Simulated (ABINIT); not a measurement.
An input for ABINIT 10.8.3 (Cl (Cmce)):

```
acell 3*1.0 Angstrom
rprim 
  3.145000000000 -2.250000000000 0.000000000000
  3.145000000000 2.250000000000 0.000000000000
  0.000000000000 0.000000000000 8.210000000000
ntypat 1
znucl 17
natom 4
typat 1 1 1 1
xred 
  0.870000000000 0.130000000000 0.100000000000
  0.630000000000 0.370000000000 0.600000000000
  0.130000000000 0.870000000000 0.900000000000
  0.370000000000 0.630000000000 0.400000000000
pp_dirpath "pseudos"
pseudos "Cl.upf"
ecut 25
ngkpt 4 4 2
nshiftk 1
shiftk 0 0 0
kptopt 1
chksymbreak 0
istwfk *1
occopt 1
irdwfk 1
optdriver 4
nband 155
gwcalctyp 10
ecutsigx 25
symsigma 1
nkptgw 14
kptgw 
  0.0000000000 0.0000000000 0.0000000000
  0.2500000000 0.0000000000 0.0000000000
  0.5000000000 0.0000000000 0.0000000000
  0.2500000000 0.2500000000 0.0000000000
  0.5000000000 0.2500000000 0.0000000000
  -0.2500000000 0.2500000000 0.0000000000
  0.5000000000 0.5000000000 0.0000000000
  0.0000000000 0.0000000000 0.5000000000
  0.2500000000 0.0000000000 0.5000000000
  0.5000000000 0.0000000000 0.5000000000
  0.2500000000 0.2500000000 0.5000000000
  0.5000000000 0.2500000000 0.5000000000
  -0.2500000000 0.2500000000 0.5000000000
  0.5000000000 0.5000000000 0.5000000000
bdgw 
  5 18
  5 18
  5 18
  5 18
  5 18
  5 18
  5 18
  5 18
  5 18
  5 18
  5 18
  5 18
  5 18
  5 18
ecuteps 4.8
irdscr 1
ppmodel 1
irdqps 1
indata_prefix "in"
outdata_prefix "out"
tmpdata_prefix "tmp"
```

```sh
OMP_NUM_THREADS=1 mpirun -n 8 abinit run.abi > log
```

Estimate wall time and host memory on 8 MPI ranks of Arm Neoverse N1, shared host.

It took 20 min; on shared hardware allow 9.9 min to 39 min. Peak host memory was 4.5 GiB.

[Paths, hosts, dates, memory and timing lines, banners, echoed tables and standing remarks are left out of the program output.]

[Logs are printed without paths, hosts, clocks, repeated set-up lines and the standing remarks that a program may print on its own settings, such as how far it seeks lower states.]

[Runs of the session that timed out or met a known fault of the program may be left out.]

[No measured gap is set beside runs whose start may be inverted or whose files or cutoffs have a known fault.]

[Hosts, paths, dates, database ids (printed as entryN), source tags and the programs' standing remarks are cut or masked in the printed files.]

[G0W0 gaps are taken among the corrected bands and points alone; a level outside them can change the order at an edge.]

[Where Ansatz stands beside ABINIT at settings called matched, ABINIT's density can come from a denser mesh and the files from another edition; pairs whose starting gaps differed by over 0.03 eV were left out, so agreement reads better than it is.]
